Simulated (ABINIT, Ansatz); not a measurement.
Computed results, one entry a study.

## SiC (P6_3mc): one start, several treatments of the self-energy

It takes space group P6_3mc (No. 186, hexagonal). The conventional cell has a = 3.074 Å, b = 3.074 Å, c = 5.045 Å, α = 90.00°, β = 90.00°, γ = 120.00°. Si has 4 C at 1.88 to 1.90 Å nearest. Nearest to C lie 4 Si at 1.88 to 1.90 Å. Farther neighbours, and contacts between anions beyond the nearest, are not listed.

```xyz
4
Lattice="3.0735 0.0000 0.0000 -1.5368 2.6617 0.0000 0.0000 0.0000 5.0452" Properties=species:S:1:pos:R:3 pbc="T T T"
Si    0.0000    1.7745    2.5206
Si    1.5368    0.8872    5.0432
C     0.0000    1.7745    4.4166
C     1.5368    0.8872    1.8940
```

| Quantity | Value |
| --- | --- |
| method | RPA screening on PBE, plane waves, norm-conserving pseudopotentials (and 2 further levels or steps) |
| program | ABINIT 10.8.3 |
| settings | cutoff 37 Ha, PseudoDojo scalar-relativistic 0.4.1 standard, norm-conserving, ngkpt (6, 6, 4), nband 226, ecuteps 9.1 Ha, inclvkb 2, shiftk (0, 0, 0), symchi 1, awtr 1, frequency ppm, 6×6×4 k-mesh |
| cost | 5 runs, 8.7 min in all on 8 MPI ranks of Arm Neoverse V1, shared host |
| notes | The program’s warnings: nkpt*nsppol () is not a multiple of nproc spkpt (). The cell and positions are those that the Materials Project relaxed with its own functionals (PBE, PBE+U or r2SCAN), kept fixed. |
| G0W0, Godby-Needs plasmon pole | 3.011 eV |
| G0W0, Hybertsen-Louie plasmon pole | 3.166 eV |
| G0W0, von der Linden-Horsch plasmon pole | 2.982 eV |
| known limits | short of the basis limit |

G0W0, Hybertsen-Louie plasmon pole: +0.155 eV against G0W0, Godby-Needs plasmon pole. G0W0, von der Linden-Horsch plasmon pole: −0.029 eV against G0W0, Godby-Needs plasmon pole.

[Long decimals in the printed logs are rounded to 6 places.]

[Logs are printed without paths, hosts, clocks, repeated set-up lines and the standing remarks that a program may print on its own settings, such as how far it seeks lower states.]

[Paths, hosts, dates, memory and timing lines, banners, echoed tables and standing remarks are left out of the program output; an Ansatz launch command may be rebuilt from the run's recorded settings. Measured values are a selection of at most five: reports struck by readers or far from the other reports are left out. None is set beside runs whose start may be inverted or whose files or cutoffs have a known fault.]

[Runs of the session that timed out or met a known fault of the program may be left out.]

[Hosts, paths, dates, database ids (printed as entryN), source tags and the programs' standing remarks are cut or masked in the printed files.]

[G0W0 gaps are taken among the corrected bands and points alone; a level outside them can change the order at an edge.]

[Where Ansatz stands beside ABINIT at settings called matched, ABINIT's density can come from a denser mesh and the files from another edition; pairs whose starting gaps differed by over 0.03 eV were left out, so agreement reads better than it is.]
